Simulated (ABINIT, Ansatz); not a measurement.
# MgTiF6 (R-3): one start, several treatments of the self-energy

Aim: compare treatments of exchange, screening and correlation for the gap of MgTiF6 (R-3).

Main program and level: ABINIT 10.8.3; PBEsol and many-body steps on it, plane waves.

This is a report of a sequence of runs, with most program output left out.

## (1) The starting structure

The structure is trigonal, space group R-3 (No. 148). Conventional cell: a = 5.217 Å, b = 5.217 Å, c = 13.334 Å, α = 90.00°, β = 90.00°, γ = 120.00°. Nearest to Mg lie 6 F at 1.97 Å. Nearest to Ti lie 6 F at 1.87 Å. F has 1 Ti at 1.87 Å and 1 Mg at 1.97 Å nearest. Farther neighbours and most contacts between anions are not listed.

The cell and positions are those that the Materials Project relaxed with its own functionals (PBE, PBE+U or r2SCAN), kept fixed.

## (2) Empty states on the mesh, 2×2×2 mesh, 222 bands

This step: ABINIT 10.8.3; DFT, PBEsol, plane waves, norm-conserving pseudopotentials.

The sums over transitions need many empty states on a uniform mesh; this step solves for them.

run.abi reads:

```
acell 3*1.0 Angstrom
rprim 
  2.608280093927 1.505891214373 4.444507563992
  -2.608280093927 1.505891214373 4.444507563992
  0.000000000000 -3.011782428679 4.444507564015
ntypat 3
znucl 12 22 9
natom 8
typat 1 2 3 3 3 3 3 3
xred 
  0.500000000000 0.500000000000 0.500000000000
  0.000000000000 -0.000000000000 -0.000000000000
  0.671617650000 0.842455580000 0.242244330000
  0.842455580000 0.242244330000 0.671617650000
  0.757755670000 0.328382350000 0.157544420000
  0.157544420000 0.757755670000 0.328382350000
  0.328382350000 0.157544420000 0.757755670000
  0.242244330000 0.671617650000 0.842455580000
pp_dirpath "pseudos"
pseudos "Mg.upf, Ti.upf, F.upf"
ecut 38
ngkpt 2 2 2
nshiftk 1
shiftk 0 0 0
kptopt 1
chksymbreak 0
iscf -2
irdden 1
istwfk *1
nband 222
nbdbuf 20
tolwfr 1e-09
nstep 60
prtvol 0
indata_prefix "in"
outdata_prefix "out"
tmpdata_prefix "tmp"
```

Started as:

```bash
$ OMP_NUM_THREADS=1 mpirun -n 4 abinit run.abi > log
```

It took 2.6 min on 4 MPI ranks of Intel Xeon Platinum 8259CL at 2.50GHz (Skylake/Cascade Lake), shared host; peak memory 0.56 GiB.

This step gave:

```
gap                                                           : 4.879 eV
k of the valence top                                          : 0, 0, 0
k of the conduction bottom                                    : 0.5, 0.5, 0
least direct gap                                              : 4.888 eV
k points computed                                             : 4
lowest point of the top converged band, above the valence top : 78.2216 eV
```

On this mesh the gap is 4.879 eV.

The density comes from a self-consistent run that is not shown.

## (3) Screening, 2×2×2 mesh, 101 bands, screening to 114.3 eV

The RPA dielectric matrix is built and inverted for each q.

This step: RPA screening on PBEsol, plane waves, norm-conserving pseudopotentials.

run.abi, as its differences from that of step 2:

```diff
@@ -26,10 +26,11 @@
 chksymbreak 0
-iscf -2
-irdden 1
 istwfk *1
-nband 222
-nbdbuf 20
-tolwfr 1e-09
-nstep 60
-prtvol 0
+occopt 1
+irdwfk 1
+optdriver 3
+nband 101
+ecuteps 4.2
+inclvkb 2
+awtr 1
+symchi 1
 indata_prefix "in"
```

Wall time 68 s (4 MPI ranks); peak memory 1.4 GiB; 4.5 min of CPU time.

This step gave:

```yaml
eps_infinity_with_local_fields_on_this_mesh_along_the_program_s_q_direction: 2.283
the_same_without_local_fields: 2.648
plasma_frequency: 29.03 eV
plane_waves_in_the_screening_matrix: 295
```

Local fields lower ε∞ by 14 %. On a Γ-centred mesh this coarse the value itself is usually too large, while a short band sum pulls it down.

## (4) G0W0, Godby-Needs plasmon pole

The self-energy is evaluated for the states that the input lists, and the levels follow from it, in one-shot runs by the linearised quasiparticle equation.

This step: G0W0 on PBEsol, plane waves, norm-conserving pseudopotentials.

run.abi, as its differences from that of step 3:

```diff
@@ -29,8 +29,17 @@
 irdwfk 1
-optdriver 3
+optdriver 4
 nband 101
+gwcalctyp 0
+ecutsigx 38
+symsigma 1
+nkptgw 2
+kptgw 
+  0.0000000000 0.0000000000 0.0000000000
+  0.5000000000 0.5000000000 0.0000000000
+bdgw 
+  31 35
+  31 34
 ecuteps 4.2
-inclvkb 2
-awtr 1
-symchi 1
+irdscr 1
+ppmodel 1
 indata_prefix "in"
```

Run time: 20 s. Hardware: 4 MPI ranks; peak memory 1.1 GiB; 77 s of CPU time.

Numbers from this step:

- G0W0 gap on the points computed: 9.616 eV
- starting gap on the mesh: 4.879 eV
- k of the valence top: 0, 0, 0
- k of the conduction bottom: 0, 0, 0
- Z at the valence top: 0.797
- Z at the conduction bottom: 0.799
- least direct G0W0 gap on the computed points: 9.616 eV

The gap on the mesh goes from 4.88 eV to 9.62 eV, a correction of +4.74 eV.

## (5) G0W0, von der Linden-Horsch plasmon pole

run.abi, as its differences from that of step 4:

```diff
@@ -43,3 +43,3 @@
 irdscr 1
-ppmodel 1
+ppmodel 3
 indata_prefix "in"
```

Run time: 15 s. Hardware: 4 MPI ranks; peak memory 1.1 GiB.

Numbers from this step:

- G0W0 gap on the points computed: 10.27 eV
- starting gap on the mesh: 4.879 eV
- k of the valence top: 0, 0, 0
- k of the conduction bottom: 0, 0, 0
- Z at the valence top: 0.888
- Z at the conduction bottom: 0.891
- least direct G0W0 gap on the computed points: 10.27 eV

Against G0W0 in ABINIT (2×2×2 mesh, 101 bands, screening to 114.3 eV, Godby-Needs plasmon pole), the gap moves by +0.658 eV.

## (6) G0W0, Engel-Farid plasmon pole

run.abi, as its differences from that of step 5:

```diff
@@ -43,3 +43,3 @@
 irdscr 1
-ppmodel 3
+ppmodel 4
 indata_prefix "in"
```

It took 16 s on 4 MPI ranks; peak memory 1.1 GiB; 65 s of CPU time.

Numbers from this step:

```
G0W0 gap on the points computed              : 9.916 eV
starting gap on the mesh                     : 4.879 eV
k of the valence top                         : 0, 0, 0
k of the conduction bottom                   : 0, 0, 0
least direct G0W0 gap on the computed points : 9.916 eV
```

Against G0W0 in ABINIT (2×2×2 mesh, 101 bands, screening to 114.3 eV, Godby-Needs plasmon pole), the gap moves by +0.300 eV.

## (7) One-shot COHSEX

This step: one-shot COHSEX on PBEsol, plane waves, norm-conserving pseudopotentials.

run.abi, as its differences from that of step 6:

```diff
@@ -31,3 +31,3 @@
 nband 101
-gwcalctyp 0
+gwcalctyp 7
 ecutsigx 38
@@ -43,3 +43,2 @@
 irdscr 1
-ppmodel 4
 indata_prefix "in"
```

It took 12 s on 4 MPI ranks; peak memory 1.1 GiB.

This step gave:

* quasiparticle gap on the points computed: 10.26 eV
* starting gap on the mesh: 4.879 eV
* k of the valence top: 0, 0, 0
* k of the conduction bottom: 0, 0, 0
* least direct quasiparticle gap on the computed points: 10.26 eV

Against G0W0 in ABINIT (2×2×2 mesh, 101 bands, screening to 114.3 eV, Godby-Needs plasmon pole), the gap moves by +0.647 eV.

## (8) One-shot Hartree-Fock

This step: one-shot Hartree-Fock on PBEsol, plane waves, norm-conserving pseudopotentials.

run.abi, as its differences from that of step 7:

```diff
@@ -30,4 +30,4 @@
 optdriver 4
-nband 101
-gwcalctyp 7
+nband 36
+gwcalctyp 5
 ecutsigx 38
@@ -41,4 +41,4 @@
   31 34
-ecuteps 4.2
-irdscr 1
+ixc_sigma 40
+fftgw 31
 indata_prefix "in"
```

Elapsed: 11 s, on 4 MPI ranks; peak memory 1 GiB.

This step gave:

```yaml
quasiparticle_gap_on_the_points_computed: 20.48 eV
starting_gap_on_the_mesh: 4.879 eV
k_of_the_valence_top: 0, 0, 0
k_of_the_conduction_bottom: 0.5, 0.5, 0
least_direct_quasiparticle_gap_on_the_computed_points: 20.51 eV
```

Against G0W0 in ABINIT (2×2×2 mesh, 101 bands, screening to 114.3 eV, Godby-Needs plasmon pole), the gap moves by +10.861 eV.

## (9) Screening, 2×2×2 mesh, 101 bands, screening to 114.3 eV

This step: RPA screening on PBEsol, plane waves, norm-conserving pseudopotentials.

run.abi, as its differences from that of step 8:

```diff
@@ -29,16 +29,14 @@
 irdwfk 1
-optdriver 4
-nband 36
-gwcalctyp 5
-ecutsigx 38
-symsigma 1
-nkptgw 2
-kptgw 
-  0.0000000000 0.0000000000 0.0000000000
-  0.5000000000 0.5000000000 0.0000000000
-bdgw 
-  31 35
-  31 34
-ixc_sigma 40
-fftgw 31
+optdriver 3
+nband 101
+ecuteps 4.2
+inclvkb 2
+awtr 1
+symchi 1
+gwcalctyp 2
+nfreqre 16
+freqremax 40 eV
+nfreqim 8
+spmeth 1
+nomegasf 120
 indata_prefix "in"
```

Run time: 99 s. Hardware: 4 MPI ranks; peak memory 2 GiB.

Numbers from this step:

```yaml
eps_infinity_with_local_fields_on_this_mesh_along_the_program_s_q_direction: 2.288
the_same_without_local_fields: 2.657
plasma_frequency: 29.03 eV
plane_waves_in_the_screening_matrix: 295
```

## (10) G0W0, contour deformation

This step: G0W0 on PBEsol, plane waves, norm-conserving pseudopotentials.

run.abi, as its differences from that of step 9:

```diff
@@ -29,14 +29,16 @@
 irdwfk 1
-optdriver 3
+optdriver 4
 nband 101
+gwcalctyp 2
+ecutsigx 38
+symsigma 1
+nkptgw 2
+kptgw 
+  0.0000000000 0.0000000000 0.0000000000
+  0.5000000000 0.5000000000 0.0000000000
+bdgw 
+  31 35
+  31 34
 ecuteps 4.2
-inclvkb 2
-awtr 1
-symchi 1
-gwcalctyp 2
-nfreqre 16
-freqremax 40 eV
-nfreqim 8
-spmeth 1
-nomegasf 120
+irdscr 1
 indata_prefix "in"
```

The job ended after 21 s (4 MPI ranks; peak memory 1.2 GiB).

This step gave:

| Quantity | Value |
| --- | --- |
| G0W0 gap on the points computed | 9.456 eV |
| starting gap on the mesh | 4.879 eV |
| k of the valence top | 0, 0, 0 |
| k of the conduction bottom | 0, 0, 0 |
| least direct G0W0 gap on the computed points | 9.456 eV |

Against G0W0 in ABINIT (2×2×2 mesh, 101 bands, screening to 114.3 eV, Godby-Needs plasmon pole), the gap moves by −0.160 eV.

## (11) The runs together

Times are wall times on 4 MPI ranks of Intel Xeon Platinum 8259CL at 2.50GHz (Skylake/Cascade Lake), shared host, good to a factor of about two. A run's time includes the screening step that it read.

```
                                     run   mesh  bands  screening cutoff (eV)  DFT gap (eV)  gap on the mesh (eV)  direct (eV)  ε∞ used   time
          G0W0, Godby-Needs plasmon pole  2×2×2    101                  114.3         4.879                 9.616        9.616     2.28   88 s
G0W0, von der Linden-Horsch plasmon pole  2×2×2    101                  114.3         4.879                10.274       10.274     2.28   83 s
          G0W0, Engel-Farid plasmon pole  2×2×2    101                  114.3         4.879                 9.916        9.916     2.28   85 s
                         one-shot COHSEX  2×2×2    101                  114.3         4.879                10.263       10.263     2.28   80 s
                   one-shot Hartree-Fock  2×2×2      -                      -         4.879                20.477       20.508        -   11 s
               G0W0, contour deformation  2×2×2    101                  114.3         4.879                 9.456        9.456     2.29  2 min
```

## (12) Results

```yaml
g0w0_godby_needs_plasmon_pole: 9.616 eV
g0w0_von_der_linden_horsch_plasmon_pole: 10.274 eV
g0w0_engel_farid_plasmon_pole: 9.916 eV
one_shot_cohsex: 10.263 eV
one_shot_hartree_fock: 20.477 eV
g0w0_contour_deformation: 9.456 eV
known_limits: not at the basis limit; coarse k mesh
```

In words: G0W0, von der Linden-Horsch plasmon pole: +0.658 eV against G0W0, Godby-Needs plasmon pole. G0W0, Engel-Farid plasmon pole: +0.300 eV against G0W0, Godby-Needs plasmon pole. One-shot COHSEX: +0.647 eV against G0W0, Godby-Needs plasmon pole. One-shot Hartree-Fock: +10.861 eV against G0W0, Godby-Needs plasmon pole. G0W0, contour deformation: −0.160 eV against G0W0, Godby-Needs plasmon pole. Bare exchange alone opens the gap to 20.48 eV; against G0W0, correlation takes back 10.86 eV. Bands and cutoff are finite, so the gap is not at the basis limit. The miss can reach some tenths of an eV and take either sign; the mesh is an error of its own. In the G0W0 runs levels were corrected at 2 k points alone, so a gap called «on the mesh» is the least over those, and an edge elsewhere would be missed. The 2×2×2 mesh is coarse for this cell, which bears on the long-range parts of exchange and screening.

[Paths, hosts, dates, memory and timing lines, banners, echoed tables and standing remarks are left out of the program output.]

[Logs are printed without paths, hosts, clocks, repeated set-up lines and the standing remarks that a program may print on its own settings, such as how far it seeks lower states.]

[Runs of the session that timed out or met a known fault of the program may be left out.]

[Hosts, paths, dates, database ids (printed as entryN), source tags and the programs' standing remarks are cut or masked in the printed files.]

[G0W0 gaps are taken among the corrected bands and points alone; a level outside them can change the order at an edge.]

[Where Ansatz stands beside ABINIT at settings called matched, ABINIT's density can come from a denser mesh and the files from another edition; pairs whose starting gaps differed by over 0.03 eV were left out, so agreement reads better than it is.]
